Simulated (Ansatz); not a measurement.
# Kohn anomalies in Re-W stack of (100) layers

Does Re-W stack of (100) layers have a Kohn anomaly or a soft branch that a wide smearing hides? The first relaxation steps of the session are not shown, so no cell shown is the starting entry, unless a step says so.

Main program and level: Ansatz 0.2.0; DFT LDA, scalar-relativistic, plane waves, PAW; PAW set soft_1.

**1. The cell after earlier relaxation steps**

The cell holds 2 atoms: 1 Re and 1 W. Cell: a = 3.011 Å, b = 3.011 Å, c = 27.781 Å, α = 90.0°, β = 90.0°, γ = 90.0°. Vacuum lies along c.

Coordinates:

```cif
data_structure
_symmetry_space_group_name_H-M 'P 1'
_symmetry_Int_Tables_number 1
_cell_length_a 3.0109
_cell_length_b 3.0109
_cell_length_c 27.7814
_cell_angle_alpha 90.000
_cell_angle_beta 90.000
_cell_angle_gamma 90.000
_cell_volume 251.86
loop_
_atom_site_label
_atom_site_type_symbol
_atom_site_fract_x
_atom_site_fract_y
_atom_site_fract_z
_atom_site_occupancy
Re1 Re 0.00000 0.00000 0.21134 1
W2 W 0.50000 0.50000 0.25627 1
```

**2. Relaxing tightly for phonons**

Phonons are second derivatives about the minimum, so the remaining forces must be small: the thresholds are tightened. Earlier relaxation steps are not shown.

File input.yaml:

```yaml
crystal:
  lattice:
    - [3.0109172034, 0.0, 0.0]
    - [0.0, 3.0109172034, 0.0]
    - [0.0, 0.0, 27.7813519091]
  atoms:
    - { symbol: Re, position: [0.0, 0.0, 0.2113379638] }
    - { symbol: W, position: [0.5, 0.5, 0.2562663502] }
  periodic: [true, true, false]
kpoints:
  mp_grid: { grid: [10, 10, 1] }
hamiltonian:
  xc: lda
  pseudopotentials: { kind: paw, azcp: { folder: soft_1 }, xc_functional: pbe }
scf:
  occupations: { method: methfessel_paxton, width: 0.2 }
output:
  forces: true
  stress: true
  eigenvalues: true
  write_density: true
  write_potential: true
  elf: true
  volumetric_format: npy
relax:
  adjacent_minimum: "off"
  f_tol: 0.001
  max_steps: 60
  cell: { stress_2d_tol: 0.002 }
```

Command:

```sh
ansatz run input.yaml --threads 4 --pin off --max-ram 12288MiB --backend cpu --events-out ev --progress --plain --runs-dir out
```

Numbers of over 12 decimals in the logs are rounded to 6 here.

What it wrote:

```text
[the first part of the log is left out]
  E_xc         = -616.999828
  E_vxc        = -518.113102  (∫ρ·V_xc dr)
  E_paw        = -16772.746602  (= ΣΔE_a)
  E_vpaw       = -326.689919  (= ΣTr[D̂ρ^β])
  E_aug_tail   = 0.000198  (compensation charges beyond the density's cutoff)
  E_ewald      = 22390.808305
  E_core_change = 0.602419  (= ΣΔE_core)
  E_smearing   = 0.003534  (= −TS)
  E_closure    = 0.000000  (closes the sum)
  Σ components = -20735.210857   (vs F -20735.210857, Δ=0.00e0)
--- Forces (eV/Å), atoms counted from 1 ---
  atom   1  Re    -0.00000000     0.00000000    -0.00006504
  atom   2  W      0.00000000    -0.00000000     0.00013486
  max |Σ_I F_I| component: 6.98e-5 eV/Å
--- 2D stress c σ (N/m, compression-positive) ---
        0.001564       0.000000      -0.000000
        0.000000       0.001564      -0.000000
       -0.000000      -0.000000       0.000000
  P = ½ c Tr σ = 0.0016 N/m
--- Band table (eV; the first three rows and the last of 21) ---
  k-point 0: bands = ["-84.1911", "-78.2271", "-46.0822", "-46.0542", "-46.0542", "-42.4824", "-42.2578", "-42.2578", "-11.9555", "-10.4178", "-8.9561", "-5.6223", "-5.3693", "-5.0719", "-5.0719", "-4.5849", "-4.0479", "-2.4386", "-2.4386"]
  k-point 1: bands = ["-84.1895", "-78.2260", "-46.0964", "-46.0744", "-46.0451", "-42.4698", "-42.2904", "-42.2642", "-11.7058", "-10.2471", "-8.8912", "-5.9450", "-5.6120", "-5.2077", "-5.0110", "-4.5066", "-4.0621", "-2.0308", "-2.0217"]
  k-point 2: bands = ["-84.1855", "-78.2230", "-46.1634", "-46.0965", "-46.0209", "-42.4424", "-42.3694", "-42.2811", "-11.0333", "-9.9939", "-8.4548", "-6.5270", "-6.0277", "-5.6106", "-5.4827", "-3.6931", "-3.5800", "-1.5812", "-1.1810"]
  k-point 20: bands = ["-84.1622", "-78.1958", "-46.3811", "-46.3811", "-46.0140", "-42.5112", "-42.5112", "-42.4501", "-8.7018", "-8.6863", "-7.2784", "-7.2784", "-4.6941", "-4.6941", "-3.0065", "-2.3149", "-1.7329", "-0.6621", "-0.6621"]
--- Relaxed structure (3 steps of the walk, 3 accepted, 1 SCFs on fresh bases) ---
  F+E_penalty+E_count = -20735.21085729 eV   max|allowed force component| = 9.995e-5 eV/Å   (the final SCF, on the basis selected at the relaxed cell)
  cell:  # Å, volume = 251.7263 Å³
    - [3.010146, 0.0, 0]
    - [0.0, 3.010146, 0.0]
    - [0, 0.0, 27.7813519091]
  atoms:
    - { symbol: Re, position: [0, 0.0, 0.211316] }
    - { symbol: W, position: [0.5, 0.5, 0.256288] }
```

Elapsed: 12 s, on 4 threads of Arm Neoverse V2, shared host; peak memory 0.53 GiB; 45 s of CPU time.

Little changed from the start: no atom moved by 0.005 Å and no cell edge by 0.1 %.

This step gave:

```
metallic on mesh  : yes
gap on the k-mesh : 0 eV
```

ELF in the ca plane at fractional y = 0.000, with atoms of Re within 0.2 Å of it. It is the smooth field of the valence electrons, not physical close to the nuclei.

Ten even steps from '0' (0.00) to '9' (0.69), each cell a mean:
```
00000000000113898964553221100000000000000000
00000000000123588656653321100000000000000000
00000000001233333356654332100000000000000000
00000000001234555665544432110000000000000000
00000000001234433466544432110000000000000000
00000000001123444456654322100000000000000000
00000000000123799955653221100000000000000000
00000000000113896963543211100000000000000000
```
Columns run along c (16.0 Å, from fractional 0.00 to 0.58 of the cell), rows up along a (3.0 Å). Atoms in or near the plane, at fractional coordinates: Re at (0.21, 0.00).

Valence density in the ca plane at fractional y = 0.000, with atoms of Re within 0.2 Å of it. It is the smooth field of the valence electrons, not physical close to the nuclei.

Ten steps, logarithmic in the rise over the least value, from '0' (0.0 e/Å³) to '9' (7.0 e/Å³), each cell a mean:
```
00000000000014799974321000000000000000000000
00000000000013578754321100000000000000000000
00000000000012345443321100000000000000000000
00000000000011233443321100000000000000000000
00000000000012234443321100000000000000000000
00000000000012466644321100000000000000000000
00000000000013689864321000000000000000000000
00000000000024799974321000000000000000000000
```
Columns run along c (16.0 Å, from fractional 0.00 to 0.58 of the cell), rows up along a (3.0 Å). Atoms in or near the plane, at fractional coordinates: Re at (0.21, 0.00).

Electrostatic potential energy in the ca plane at fractional y = 0.000, with atoms of Re within 0.2 Å of it. With pseudopotentials it is smooth inside the atoms' cores, unlike the true potential.

Ten even steps from '0' (-55 eV) to '9' (0 eV), each cell a mean:
```
99999999999997200038999999999999999999999999
99999999999998510268999999999999999999999999
99999999999999876788999999999999999999999999
99999999999999998998899999999999999999999999
99999999999999988888999999999999999999999999
99999999999998743578999999999999999999999999
99999999999997300048999999999999999999999999
99999999999986100027999999999999999999999999
```
Columns run along c (16.0 Å, from fractional 0.00 to 0.58 of the cell; values clipped at the 3rd and 97th percentile), rows up along a (3.0 Å). Atoms in or near the plane, at fractional coordinates: Re at (0.21, 0.00).

**3. Phonons along a line: Fermi–Dirac smearing of 0.1 eV**

The smearing blurs the Fermi surface that screens the phonons; a Fermi–Dirac width is an electronic temperature.

File input.yaml:

```yaml
crystal:
  lattice:
    - [3.0101462407, 0.0, 0.0]
    - [0.0, 3.0101462407, 0.0]
    - [0.0, 0.0, 27.7813519091]
  atoms:
    - { symbol: Re, position: [0.0, 0.0, 0.2113159232] }
    - { symbol: W, position: [0.5, 0.5, 0.2562883908] }
  periodic: [true, true, false]
kpoints:
  mp_grid: { grid: [16, 16, 1] }
hamiltonian:
  xc: lda
  pseudopotentials: { kind: paw, azcp: { folder: soft_1 }, xc_functional: pbe }
scf:
  occupations: { method: fermi_dirac, width: 0.1 }
output:
  eigenvalues: true
phonons:
  method: dfpt
  qpoints:
    - [0, 0, 0]
    - [0.0, 0.0625, 0.0]
    - [0.0, 0.1875, 0.0]
    - [0.0, 0.3125, 0.0]
    - [0.0, 0.4375, 0.0]
```

What it wrote:

```text
[...]
Crystal: 2 atoms, lattice volume = 251.726 Å³
Basis set: ecut = 420 eV, 4853 PW (Γ), exchange–correlation on 48×48×384 points (8 copies of the dense FFT grid, shifted against one another)
Bands: 19, of which v1, the nominal top of the filled ones, is band 15 counted from 1 (14 counted from 0)
Symmetry: 8 space group operations
k-points: 45 of 256
[...]
SCF iter   1: F=—  HF=-20737.560368 eV  |F-HF|=—  |Δ(HF+E_count)|=         —  Δρ=3.16e-2  dr2=8.08e0  ethr=3.10e-3  ⟨swp⟩=13.8  Hψ=7748  notcnv=0
[...]
SCF iter   2: F=—  HF=-20739.049364 eV  |F-HF|=—  |Δ(HF+E_count)|=    1.49e0  Δρ=3.91e-2  dr2=2.94e1  ethr=3.10e-3  ⟨swp⟩=11.1  Hψ=10782  notcnv=0  recentre
automatic band count: the SCF goes on with 23 bands, as 19 were too few: they end inside the smearing window of the response
SCF iter   3: F=—  HF=-20735.408377 eV  |F-HF|=—  |Δ(HF+E_count)|=    3.64e0  Δρ=9.08e-3  dr2=7.64e-1  ethr=3.10e-3  ⟨swp⟩=6.4  Hψ=4011  notcnv=0  defer=28
[...]
SCF iter  13: F=-20735.240297 eV  HF=-20735.240297 eV  |F-HF|=4.00e-11  |Δ(HF+E_count)|=   1.44e-9  Δρ=4.33e-8  dr2=9.39e-12  ethr=1.00e-12  ⟨swp⟩=27.7  Hψ=10362  notcnv=0
SCF 1 converged in 13 iterations: F = -20735.240297 eV  dr2 = 9.39e-12
[...]
NSCF: frozen V_eff on 45 k-points
[...]
DFPT response loops at q = (0, 0, 0) (fractional): preconditioner auto → none (partly filled bands, converged f_vac=0.784); β = 0.50; Broyden in place of MSR1
[...]
SCF converged after 13 iterations
Free energy (F): -20735.240297 eV
[...]
Internal energy: -20735.181354 eV  (E = F + TS)
E sigma→0 (E₀):  -20735.210825 eV
Entropy (-TS):   -0.058944 eV (-29.472 meV/atom)
Fermi energy:    -4.649692 eV
[...]
--- Band table (eV; the first three rows and the last of 45) ---
  k-point 0: bands = [... 11 lower, -5.6256, -5.3699, -5.0708, -5.0708, -4.5883, -4.0531, -2.4442, -2.4442, ... 4 higher]
  k-point 1: bands = [... 11 lower, -5.7651, -5.5161, -5.1232, -4.8823, -4.6552, -4.1098, -2.2680, -2.2501, ... 4 higher]
  k-point 2: bands = [... 11 lower, -6.0904, -5.6576, -5.2854, -5.2091, -4.3224, -3.9908, -1.8923, -1.8319, ... 4 higher]
  k-point 44: bands = [... 11 lower, -7.2790, -4.6993, -4.6993, -2.9996, -2.3245, -1.7283, -0.6686, -0.6686, ... 4 higher]
  ° read free of the cell's end (the report's vacuum.weakly_bound_levels)
--- Phonons (Γ-DFPT): 4 representative perturbations + reference (Σ response iterations 21) ---
  ASR residual: 6.112e-4 → 0.000e0 eV/Å²; symmetrization residual: 1.074e-5 eV/Å²
  ASR residual per site (eV/Å²): 6.11e-4 3.82e-4
  Γ frequencies (cm⁻¹): 0.00 0.00 0.00 103.33 103.33 237.58
  non-analytic LO–TO correction: not included (Born effective charges unavailable; polar crystals: no LO–TO splitting at Γ)
--- Phonons (arbitrary-q DFPT): 5 explicit q-points ---
  q = [0, 0, 0] (of the zone-centre solve; hermiticity 1.12e-6, symmetrization 1.01e-12): -0.00 0.00 0.00 103.33 103.33 237.58
  q = [0, 0.0625, 0] (6 solved perturbations on 144 of 256 k-point pairs; hermiticity 9.50e-7, symmetrization 8.42e-10): -0.46 18.59 29.33 104.55 114.10 241.15
[...]
sum rule: each row above includes the acoustic sum rule's correction from the zone centre's row sums; it moved no ω² by more than (0.94 cm⁻¹)²
```

Wall time 7 min (4 threads); peak memory 1.8 GiB.

In the SCF lines HF is the Harris–Foulkes energy and dr2 the Hartree energy of the density residual, in eV; the loop may stop once dr2 is under the threshold and the program's other checks hold. Hψ counts applications of the Hamiltonian.

Each wavevector solved by linear response. Frequency against |q| along the line:

```
|q| along the line (Å⁻¹)  mode 1 (cm⁻¹)  mode 2 (cm⁻¹)  mode 3 (cm⁻¹)  mode 4 (cm⁻¹)  mode 5 (cm⁻¹)  mode 6 (cm⁻¹)
                   0.000              0              0              0            103            103            238
                   0.131          -0.46           18.6           29.3            105            114            241
                   0.391           14.2           53.4           79.7            119            137            242
                   0.652           38.9           79.6            103            134            165            234
                   0.913           71.7           97.4            101            127            206            224
```

**4. Phonons along a line: Fermi–Dirac smearing of 0.25 eV**

The smearing blurs the Fermi surface that screens the phonons; a Fermi–Dirac width is an electronic temperature.

Changes to input.yaml since step 3:

```diff
@@ -15,3 +15,3 @@
 scf:
-  occupations: { method: fermi_dirac, width: 0.1 }
+  occupations: { method: fermi_dirac, width: 0.25 }
 output:
```

Wider smearing eases the sum over k-points of a metal but moves the result away from its zero-temperature value.

What it wrote:

```text
band count auto-derived: 22 (N_el = 29.0; filled up to band 15; 19 by the electrons, moments and atoms)
[...]
Crystal: 2 atoms, lattice volume = 251.726 Å³
Basis set: ecut = 420 eV, 4853 PW (Γ), exchange–correlation on 48×48×384 points (8 copies of the dense FFT grid, shifted against one another)
Bands: 22, of which v1, the nominal top of the filled ones, is band 15 counted from 1 (14 counted from 0)
Symmetry: 8 space group operations
k-points: 45 of 256
[...]
SCF iter   1: F=—  HF=-20737.676715 eV  |F-HF|=—  |Δ(HF+E_count)|=         —  Δρ=3.13e-2  dr2=8.03e0  ethr=3.10e-3  ⟨swp⟩=12.8  Hψ=8698  notcnv=0
[...]
SCF iter  12: F=-20735.403456 eV  HF=-20735.403456 eV  |F-HF|=2.18e-11  |Δ(HF+E_count)|=  1.35e-10  Δρ=3.48e-8  dr2=4.54e-12  ethr=1.00e-12  ⟨swp⟩=18.0  Hψ=8869  notcnv=0
SCF 1 converged in 12 iterations: F = -20735.403456 eV  dr2 = 4.54e-12
[...]
WARN: eigensolver did not converge (k=4): 1 band(s) unlocked after 2 eigensolves, warm-restarted (20 sweeps on the last) at ethr=1.57e-12 eV (storage-precision floor; scheduled 1.00e-12 eV) (lowest unlocked band 21, counted from 0; max residual 1.89e-5 eV among the unlocked bands, 1.89e-5 eV over every band; other slots of this pass that fall short are told together in one closing line; warning suppressed until the next SCF loop or pass starts)
WARN: eigensolver did not converge in 18 slots of this pass, the one above among them; of largest residual over every band (k=5): 1 band(s) unlocked (lowest unlocked band 21, counted from 0; max residual 1.34e-3 eV among the unlocked bands, 1.34e-3 eV over every band); of lowest unlocked band (k=4): band 21
[...]
SCF converged after 12 iterations
Free energy (F): -20735.403456 eV
[...]
Internal energy: -20734.999468 eV  (E = F + TS)
E sigma→0 (E₀):  -20735.201462 eV
Entropy (-TS):   -0.403988 eV (-201.994 meV/atom)
Fermi energy:    -4.656509 eV
[...]
--- Band table (eV; the first three rows and the last of 45) ---
  k-point 0: bands = [... 11 lower, -5.7099, -5.4290, -5.1565, -5.1565, -4.6540, -4.1270, -2.5281, -2.5281, ... 3 higher]
  k-point 1: bands = [... 11 lower, -5.8494, -5.5838, -5.2090, -4.9591, -4.7236, -4.1834, -2.3517, -2.3317, ... 3 higher]
  k-point 2: bands = [... 11 lower, -6.1748, -5.7288, -5.3713, -5.2833, -4.3940, -4.0627, -1.9708, -1.9150, ... 3 higher]
  k-point 44: bands = [... 11 lower, -7.3635, -4.7794, -4.7794, -3.0785, -2.4064, -1.8121, -0.7420, -0.7420, ... 3 higher]
  ° read free of the cell's end (the report's vacuum.weakly_bound_levels)
[...]
ASR residual: 1.743e-3 → 0.000e0 eV/Å²; symmetrization residual: 1.009e-5 eV/Å²
  ASR residual per site (eV/Å²): 1.56e-3 1.74e-3
  Γ frequencies (cm⁻¹): 0.00 0.00 0.00 106.59 106.59 236.05
[...]
--- Phonons (arbitrary-q DFPT): 5 explicit q-points ---
[...]
```

It took 7.6 min on 4 threads; peak memory 1.8 GiB.

Each wavevector solved by linear response. Frequency against |q| along the line:

```
|q| along the line (Å⁻¹)  mode 1 (cm⁻¹)  mode 2 (cm⁻¹)  mode 3 (cm⁻¹)  mode 4 (cm⁻¹)  mode 5 (cm⁻¹)  mode 6 (cm⁻¹)
                   0.000              0              0              0            107            107            236
                   0.131          -2.68           18.1           27.8            109            111            236
                   0.391           11.0           52.2           74.1            123            132            234
                   0.652           35.5           80.3           96.0            134            163            229
                   0.913           65.9           91.9            102            127            200            220
```

Against step 3 (now smearing width 0.25 eV), the free energy moves by -81.6 meV an atom.

**5. Phonons along a line: Fermi–Dirac smearing of 0.04 eV**

Each wavevector is solved by itself, so no interpolation smooths a dip of the branch.

Changes to input.yaml since step 4:

```diff
@@ -15,3 +15,3 @@
 scf:
-  occupations: { method: fermi_dirac, width: 0.25 }
+  occupations: { method: fermi_dirac, width: 0.04 }
 output:
```

Narrower smearing comes nearer the zero-temperature value but asks more of the mesh.

What it wrote:

```text
[...]
Crystal: 2 atoms, lattice volume = 251.726 Å³
Basis set: ecut = 420 eV, 4853 PW (Γ), exchange–correlation on 48×48×384 points (8 copies of the dense FFT grid, shifted against one another)
Bands: 19, of which v1, the nominal top of the filled ones, is band 15 counted from 1 (14 counted from 0)
Symmetry: 8 space group operations
k-points: 45 of 256
[...]
SCF iter   1: F=—  HF=-20737.542217 eV  |F-HF|=—  |Δ(HF+E_count)|=         —  Δρ=3.16e-2  dr2=8.07e0  ethr=3.10e-3  ⟨swp⟩=15.0  Hψ=8069  notcnv=0
[...]
SCF iter  14: F=-20735.214981 eV  HF=-20735.214981 eV  |F-HF|=1.46e-11  |Δ(HF+E_count)|=  2.80e-10  Δρ=3.72e-8  dr2=9.19e-12  ethr=1.00e-12  ⟨swp⟩=13.9  Hψ=6763  notcnv=0
SCF 1 converged in 14 iterations: F = -20735.214981 eV  dr2 = 9.19e-12
[...]
SCF converged after 14 iterations
Free energy (F): -20735.214981 eV
[...]
Internal energy: -20735.204327 eV  (E = F + TS)
E sigma→0 (E₀):  -20735.209654 eV
Entropy (-TS):   -0.010653 eV (-5.327 meV/atom)
Fermi energy:    -4.642887 eV
[...]
--- Band table (eV; the first three rows and the last of 45) ---
  k-point 0: bands = [... 11 lower, -5.6091, -5.3568, -5.0546, -5.0546, -4.5743, -4.0372, -2.4270, -2.4270]
  k-point 1: bands = [... 11 lower, -5.7486, -5.5025, -5.1070, -4.8654, -4.6420, -4.0939, -2.2509, -2.2333]
  k-point 2: bands = [... 11 lower, -6.0739, -5.6443, -5.2690, -5.1917, -4.3088, -3.9751, -1.8760, -1.8149]
  k-point 44: bands = [... 11 lower, -7.2629, -4.6823, -4.6823, -2.9855, -2.3074, -1.7127, -0.6523, -0.6523]
[...]
ASR residual: 1.738e-4 → 0.000e0 eV/Å²; symmetrization residual: 1.991e-5 eV/Å²
  ASR residual per site (eV/Å²): 3.88e-5 1.74e-4
  Γ frequencies (cm⁻¹): 0.00 0.00 0.00 104.40 104.40 229.77
[...]
--- Phonons (arbitrary-q DFPT): 5 explicit q-points ---
[...]
```

Run time: 6.8 min. Hardware: 4 threads; peak memory 1.6 GiB.

Each wavevector solved by linear response. Table of frequency by |q| along the line:

```
|q| along the line (Å⁻¹)  mode 1 (cm⁻¹)  mode 2 (cm⁻¹)  mode 3 (cm⁻¹)  mode 4 (cm⁻¹)  mode 5 (cm⁻¹)  mode 6 (cm⁻¹)
                   0.000              0              0              0            104            104            230
                   0.131           1.23           20.1           29.3            108            117            243
                   0.391           15.9           55.8           77.4            121            140            245
                   0.652           40.4           80.0            102            134            167            235
                   0.913           73.8            101            102            128            209            224
```

Against step 3 (now smearing width 0.04 eV), the free energy moves by +12.7 meV an atom.

(Continued in part 2 of 2.)

[Logs are printed without paths, hosts, clocks, repeated set-up lines and the standing remarks that a program may print on its own settings, such as how far it seeks lower states.]

[Hosts, paths, dates, database ids (printed as entryN), source tags and the programs' standing remarks are cut or masked in the printed files.]
